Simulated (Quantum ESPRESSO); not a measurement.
# Collinear magnetic orders of Ti2FeS4 (Heideite) with Quantum ESPRESSO, part 2 of 2

A self-consistent run ends on one state, which hangs on the start. Several orders of Ti2FeS4 (Heideite) are started in Quantum ESPRESSO and their energies compared.

Quantum ESPRESSO 7.5; PBEsol with U = 4.5 eV on Fe d and U = 3 eV on Ti d (ortho-atomic projectors); plane waves with GBRV 1.5 PBEsol potentials, no spin-orbit coupling.

So far, absolute magnetization (μB): step 2 (run 1 (ferro +++)) 6.24.

The database entry behind the starting cell has ideal inner coordinates that were not refined, so it need not match the best structure at ambient conditions.

**3. Start 2: ferri ++−**

File pw.in:

```
&CONTROL
  calculation = 'scf'
  prefix = 'pwscf'
  outdir = './tmp'
  pseudo_dir = './pseudo'
  disk_io = 'nowf'
/
&SYSTEM
  ibrav = 0
  nat = 7
  ntyp = 3
  ecutwfc = 40
  ecutrho = 280
  nbnd = 44
  occupations = 'smearing'
  smearing = 'fd'
  degauss = 0.00367493
  nspin = 2
  starting_magnetization(1) = 0.0833
  starting_magnetization(2) = -0.25
  starting_magnetization(3) = 0
/
&ELECTRONS
  conv_thr = 1.4d-08
  electron_maxstep = 150
  mixing_beta = 0.3
/
ATOMIC_SPECIES
Ti     47.8670 ti_pbesol_v1.4.uspp.F.UPF
Fe     55.8450 fe_pbesol_v1.5.uspp.F.UPF
S      32.0600 s_pbesol_v1.4.uspp.F.UPF
CELL_PARAMETERS angstrom
   6.6697945058   -1.7185000000    0.0000000000
   6.6697945058    1.7185000000    0.0000000000
  -2.6473131945    0.0000000000    5.3319735418
ATOMIC_POSITIONS crystal
Ti      0.2500000000    0.2500000000    0.2500000000
Ti      0.7500000000    0.7500000000    0.7500000000
Fe      0.0000000000    0.0000000000    0.0000000000
S       0.3750000000    0.3750000000    0.0416700000
S       0.6250000000    0.6250000000    0.9583300000
S       0.8750000000    0.8750000000    0.5416700000
S       0.1250000000    0.1250000000    0.4583300000
K_POINTS automatic
6 6 6 0 0 0
HUBBARD {ortho-atomic}
U Ti-3d 3.0000
U Fe-3d 4.5000
```

The run is started by

```console
$ OMP_NUM_THREADS=1 mpirun -n 4 pw.x -nk 4 -in pw.in > pw.out
```

The log of the run:

```text
[banner, memory and clock lines left out]
Program PWSCF v.7.5 starts

     Message from routine setup:
     using ibrav=0 with symmetry is DISCOURAGED, use correct ibrav instead

     bravais-lattice index     =            0
     lattice parameter (alat)  =      13.0157  a.u.
     unit-cell volume          =     824.8530 (a.u.)^3
     number of atoms/cell      =            7
     number of atomic types    =            3
     number of electrons       =        64.00
     number of Kohn-Sham states=           44
     kinetic-energy cutoff     =      40.0000  Ry
     charge density cutoff     =     280.0000  Ry
     scf convergence threshold =      1.4E-08
     mixing beta               =       0.3000
     number of iterations used =            8  plain     mixing
     Exchange-correlation= SLA  PW   PSX  PSC
                           (   1   4  10   8   0   0   0)
     Hubbard projectors: ortho-atomic
     Hubbard parameters of DFT+U (Dudarev formulation) in eV:
     U(Ti-3d) =  3.0000
     U(Fe-3d) =  4.5000

     Internal variables: lda_plus_u =T, lda_plus_u_kind = 0

     Internal variables: orbital_resolved =F, hub_pot_fix =F, apply_U = F

     celldm(1)=  13.015728  celldm(2)=   0.000000  celldm(3)=   0.000000
     celldm(4)=   0.000000  celldm(5)=   0.000000  celldm(6)=   0.000000

     crystal axes: (cart. coord. in units of alat)
               a(1) = (   0.968373  -0.249505   0.000000 )
               a(2) = (   0.968373   0.249505   0.000000 )
               a(3) = (  -0.384358   0.000000   0.774138 )

     reciprocal axes: (cart. coord. in units 2 pi/alat)
               b(1) = (  0.516330 -2.003965  0.256357 )
               b(2) = (  0.516330  2.003965  0.256357 )
               b(3) = ( -0.000000  0.000000  1.291759 )

     PseudoPot. # 1 for Ti read from file:
     ti_pbesol_v1.4.uspp.F.UPF
     Pseudo is Ultrasoft + core correction, Zval = 12.0

     PseudoPot. # 2 for Fe read from file:
     fe_pbesol_v1.5.uspp.F.UPF
     Pseudo is Ultrasoft + core correction, Zval = 16.0

     PseudoPot. # 3 for S  read from file:
     s_pbesol_v1.4.uspp.F.UPF
     Pseudo is Ultrasoft + core correction, Zval =  6.0

     atomic species   valence    mass     pseudopotential
     Ti               12.00    47.86700     Ti( 1.00)
     Fe               16.00    55.84500     Fe( 1.00)
     S                 6.00    32.06000     S ( 1.00)

     Starting magnetic structure
     atomic species   magnetization
     Ti              0.083
     Fe             -0.250
     S               0.000

      4 Sym. Ops., with inversion, found

   Cartesian axes

     site n.     atom                  positions (alat units)
         1        Ti     tau(   1) = (   0.3880972   0.0000000   0.1935345  )
         2        Ti     tau(   2) = (   1.1642917   0.0000000   0.5806035  )
         3        Fe     tau(   3) = (   0.0000000   0.0000000   0.0000000  )
         4        S      tau(   4) = (   0.7102639   0.0000000   0.0322583  )
         5        S      tau(   5) = (   0.8421251  -0.0000000   0.7418797  )
         6        S      tau(   6) = (   1.4864584   0.0000000   0.4193273  )
         7        S      tau(   7) = (   0.0659306   0.0000000   0.3548107  )

     number of k points=    68  Fermi-Dirac smearing, width (Ry)=  0.0037
                       cart. coord. in units 2pi/alat
        k(    1) = (   0.0000000   0.0000000   0.0000000), wk =   0.0046296
        k(    2) = (   0.0000000   0.0000000   0.2152932), wk =   0.0092593
        k(    3) = (   0.0000000   0.0000000   0.4305864), wk =   0.0092593
        k(    4) = (   0.0000000   0.0000000  -0.6458797), wk =   0.0046296
        k(    5) = (   0.0860550   0.3339941   0.0427261), wk =   0.0185185
        [... 63 further k-points ...]

     Dense  grid:    65303 G-vectors     FFT dimensions: (  72,  72,  60)

     Smooth grid:    28193 G-vectors     FFT dimensions: (  54,  54,  45)

     Check: negative core charge=   -0.000014
     Generating pointlists ...
     new r_m :   0.1486 (alat units)  1.9343 (a.u.) for type    1
     new r_m :   0.1487 (alat units)  1.9352 (a.u.) for type    2
     new r_m :   0.1486 (alat units)  1.9343 (a.u.) for type    3

     Initial potential from superposition of free atoms

     starting charge      60.9998, renormalised to      64.0000

     negative rho (up, down):  1.422E-03 1.201E-03

     STARTING HUBBARD OCCUPATIONS:

     =================== HUBBARD OCCUPATIONS ===================
     ------------------------ ATOM    1 ------------------------
     Tr[ns(  1)] (up, down, total) =   1.00000  0.00000  1.00000
     Atomic magnetic moment for atom   1 =   1.00000
     [... lines left out ...]
     ------------------------ ATOM    2 ------------------------
     Tr[ns(  2)] (up, down, total) =   1.00000  0.00000  1.00000
     Atomic magnetic moment for atom   2 =   1.00000
     [... lines left out ...]
     ------------------------ ATOM    3 ------------------------
     Tr[ns(  3)] (up, down, total) =   0.00000  5.00000  5.00000
     Atomic magnetic moment for atom   3 =  -5.00000
     [... lines left out ...]
     Number of occupied Hubbard levels =    7.0000

     Atomic wfc used for Hubbard projectors are orthogonalized

     Starting wfcs are   49 randomized atomic wfcs

     Self-consistent Calculation

     iteration #  1     ecut=    40.00 Ry     beta= 0.30
     Davidson diagonalization with overlap
     ethr =  1.00E-02,  avg # of iterations =  4.4

     =================== HUBBARD OCCUPATIONS ===================
     ------------------------ ATOM    1 ------------------------
     Tr[ns(  1)] (up, down, total) =   1.67476  0.77077  2.44553
     Atomic magnetic moment for atom   1 =   0.90399
     [... lines left out ...]
     ------------------------ ATOM    2 ------------------------
     Tr[ns(  2)] (up, down, total) =   1.67476  0.77077  2.44553
     Atomic magnetic moment for atom   2 =   0.90399
     [... lines left out ...]
     ------------------------ ATOM    3 ------------------------
     Tr[ns(  3)] (up, down, total) =   0.18348  4.67993  4.86340
     Atomic magnetic moment for atom   3 =  -4.49645
     [... lines left out ...]
     Number of occupied Hubbard levels =    9.7545

     negative rho (up, down):  1.148E-03 1.314E-03

     total energy              =    -583.80912642 Ry
     estimated scf accuracy    <       2.71238577 Ry

     total magnetization       =    -2.81 Bohr mag/cell
     absolute magnetization    =     6.47 Bohr mag/cell

     iteration #  2     ecut=    40.00 Ry     beta= 0.30
     Davidson diagonalization with overlap
     ethr =  4.24E-03,  avg # of iterations =  3.1

     negative rho (up, down):  1.188E-03 1.356E-03

     total energy              =    -583.54321413 Ry
     estimated scf accuracy    <      11.53777584 Ry

     total magnetization       =    -1.17 Bohr mag/cell
     absolute magnetization    =     1.82 Bohr mag/cell

     [... further iterations left out ...]

     iteration #118     ecut=    40.00 Ry     beta= 0.30
     Davidson diagonalization with overlap
     ethr =  2.39E-11,  avg # of iterations =  2.6

     negative rho (up, down):  4.572E-04 1.506E-03

     total energy              =    -584.57351995 Ry
     estimated scf accuracy    <       0.00000001 Ry

     total magnetization       =    -2.00 Bohr mag/cell
     absolute magnetization    =     5.42 Bohr mag/cell

     iteration #119     ecut=    40.00 Ry     beta= 0.30
     Davidson diagonalization with overlap
     ethr =  2.21E-11,  avg # of iterations =  1.0

     negative rho (up, down):  4.573E-04 1.506E-03

     Magnetic moment per site  (integrated on atomic sphere of radius R)
     atom   1 (R=0.149)  charge=  9.6864  magn=  0.6269
     atom   2 (R=0.149)  charge=  9.6864  magn=  0.6269
     atom   3 (R=0.149)  charge= 14.2192  magn= -3.2707
     atom   4 (R=0.149)  charge=  4.3836  magn= -0.0679
     atom   5 (R=0.149)  charge=  4.3836  magn= -0.0679
     atom   6 (R=0.149)  charge=  4.3404  magn= -0.0710
     atom   7 (R=0.149)  charge=  4.3404  magn= -0.0710

     End of self-consistent calculation

     =================== HUBBARD OCCUPATIONS ===================
     ------------------------ ATOM    1 ------------------------
     Tr[ns(  1)] (up, down, total) =   1.57753  0.74245  2.31997
     Atomic magnetic moment for atom   1 =   0.83508
     [... lines left out ...]
     ------------------------ ATOM    2 ------------------------
     Tr[ns(  2)] (up, down, total) =   1.57753  0.74245  2.31997
     Atomic magnetic moment for atom   2 =   0.83508
     [... lines left out ...]
     ------------------------ ATOM    3 ------------------------
     Tr[ns(  3)] (up, down, total) =   1.48648  4.87619  6.36267
     Atomic magnetic moment for atom   3 =  -3.38972
     [... lines left out ...]
     Number of occupied Hubbard levels =   11.0026

     Number of k-points >= 100: set verbosity='high' to print the bands.

     the Fermi energy is    10.0431 ev

!    total energy              =    -584.57351996 Ry
     estimated scf accuracy    <       0.00000001 Ry
     smearing contrib. (-TS)   =      -0.00203592 Ry
     internal energy E=F+TS    =    -584.57148404 Ry

     The total energy is F=E-TS. E is the sum of the following terms:
     one-electron contribution =    -318.87508697 Ry
     hartree contribution      =     182.62361117 Ry
     xc contribution           =     -98.31313827 Ry
     ewald contribution        =    -350.50084640 Ry
     Hubbard energy            =       0.49397644 Ry

     total magnetization       =    -2.00 Bohr mag/cell
     absolute magnetization    =     5.42 Bohr mag/cell

     convergence has been achieved in 119 iterations
```

It took 25 min on 4 MPI ranks of Arm Neoverse V2, shared host; peak memory 1.1 GiB; 1.7 h of CPU time.

Spin moment in the atom's sphere by atom:

```csv
atom,spin moment in the atom's sphere (μB)
Ti1,0.63
Ti2,0.63
Fe3,-3.27
S4,-0.07
S5,-0.07
S6,-0.07
S7,-0.07
```

Numbers from this step:

```
smearing term TS       : 0.02770 eV
magnetization          : -2.001 μB
absolute magnetization : 5.418 μB
final state            : ferrimagnetic
```

**4. Start 3: ferri +−+**

pw.in, as its differences from that of step 3:

```diff
@@ -10,6 +10,6 @@
   nat = 7
-  ntyp = 3
+  ntyp = 4
   ecutwfc = 40
   ecutrho = 280
-  nbnd = 44
+  nbnd = 45
   occupations = 'smearing'
@@ -19,4 +19,5 @@
   starting_magnetization(1) = 0.0833
-  starting_magnetization(2) = -0.25
-  starting_magnetization(3) = 0
+  starting_magnetization(2) = -0.0833
+  starting_magnetization(3) = 0.25
+  starting_magnetization(4) = 0
 /
@@ -28,3 +29,4 @@
 ATOMIC_SPECIES
-Ti     47.8670 ti_pbesol_v1.4.uspp.F.UPF
+Ti1    47.8670 ti_pbesol_v1.4.uspp.F.UPF
+Ti2    47.8670 ti_pbesol_v1.4.uspp.F.UPF
 Fe     55.8450 fe_pbesol_v1.5.uspp.F.UPF
@@ -36,4 +38,4 @@
 ATOMIC_POSITIONS crystal
-Ti      0.2500000000    0.2500000000    0.2500000000
-Ti      0.7500000000    0.7500000000    0.7500000000
+Ti1     0.2500000000    0.2500000000    0.2500000000
+Ti2     0.7500000000    0.7500000000    0.7500000000
 Fe      0.0000000000    0.0000000000    0.0000000000
@@ -46,3 +48,4 @@
 HUBBARD {ortho-atomic}
-U Ti-3d 3.0000
+U Ti1-3d 3.0000
+U Ti2-3d 3.0000
 U Fe-3d 4.5000
```

The log of the run:

```text
     [... lines left out ...]
Program PWSCF v.7.5 starts
     [... lines left out ...]
     number of atoms/cell      =            7
     [... lines left out ...]
     number of electrons       =        64.00
     number of Kohn-Sham states=           45
     kinetic-energy cutoff     =      40.0000  Ry
     charge density cutoff     =     280.0000  Ry
     scf convergence threshold =      1.4E-08
     [... lines left out ...]
      2 Sym. Ops. (no inversion) found
     [... lines left out ...]
     number of k points=    68  Fermi-Dirac smearing, width (Ry)=  0.0037
     [... lines left out ...]
     iteration #150     ecut=    40.00 Ry     beta= 0.30
     [... lines left out ...]
     estimated scf accuracy    <       0.00000111 Ry
     total magnetization       =     3.09 Bohr mag/cell
     absolute magnetization    =     4.64 Bohr mag/cell
     [... lines left out ...]
     convergence NOT achieved after 150 iterations: stopping
[key lines of the parts left out:]
total energy              =    -584.56719758 Ry
```

It took 32 min on 4 MPI ranks; peak memory 1.1 GiB.

Residual by cycle:

cycle, log10 residual and a bar from the least value:
```
        1        1.6 ##############################
       15        0.0 #######################
       28       -1.0 ##################
       42       -1.7 ###############
       55       -2.8 #########
       69       -3.3 #######
       82       -3.9 ####
       96       -4.5 ##
      109       -4.4 ##
      123       -4.5 ##
      136       -4.6 #
      150       -4.8
```

The run stopped without converging, so none of its numbers is a property of the system.

After 150 cycles the residual stands at 1.5e-5, against 3.4e-4 at cycle 76 and a least value of 1.3e-5. The cap of 150 cycles in the input ended the loop.

**5. The states side by side**

An order is kept where moments of 0.15 μB or more survive with the typed signs; meshes match where a doubled cell samples the same k points as the first cell.

Ferrimagnetic means that a moment over 0.15 μB on a transition or rare-earth metal, induced ones included, opposes the net moment. Orders:

```csv
start,final state,typed order kept,energy over the lowest (meV a seeded atom),largest site moment (μB),net moment (μB a cell of the first run),mesh matched,CPU time (s)
ferro +++,ferromagnetic,yes,0,3.523,5.998,yes,3575
ferri ++-,ferrimagnetic,yes,85.27,3.271,2.001,yes,6104
```

**6. Fillings of the first corrected shells**

```csv
start,type,spin,occupation numbers
ferro +++,Ti,up,0.178 0.253 0.259 0.514 0.528
ferro +++,Ti,down,0.058 0.060 0.074 0.208 0.216
ferro +++,Ti,up,0.178 0.253 0.259 0.514 0.528
ferro +++,Ti,down,0.058 0.060 0.074 0.208 0.216
ferri ++-,Ti,up,0.244 0.248 0.257 0.398 0.429
ferri ++-,Ti,down,0.075 0.079 0.082 0.252 0.254
ferri ++-,Ti,up,0.244 0.248 0.257 0.398 0.429
ferri ++-,Ti,down,0.075 0.079 0.082 0.252 0.254
```

**7. Outcome**

- moments, largest by run: 3.52, 3.27 μB
- spread of the energies of the runs with moments: 85.3 meV a seeded atom

Under a U these runs seem to end in unlike orbital states: the fillings of their corrected shells differ, or their energies lie too far apart for exchange alone. The differences are then no exchange energies, and the ranking says little of the magnetic order. Seeding all runs from one set of occupation matrices is the usual remedy.

[Logs and program files are shortened in this print: banners, set-up blocks, solver, clock and traceback lines can be left out without a mark of their own.]

[Logs are printed without paths, hosts, clocks, repeated set-up lines and the standing remarks that a program may print on its own settings, such as how far it seeks lower states.]

[Hosts, paths, dates, database ids (printed as entryN), source tags and the programs' standing remarks are cut or masked in the printed files.]

[Where a cell is said to come from a database of computed structures, the database is the Materials Project.]
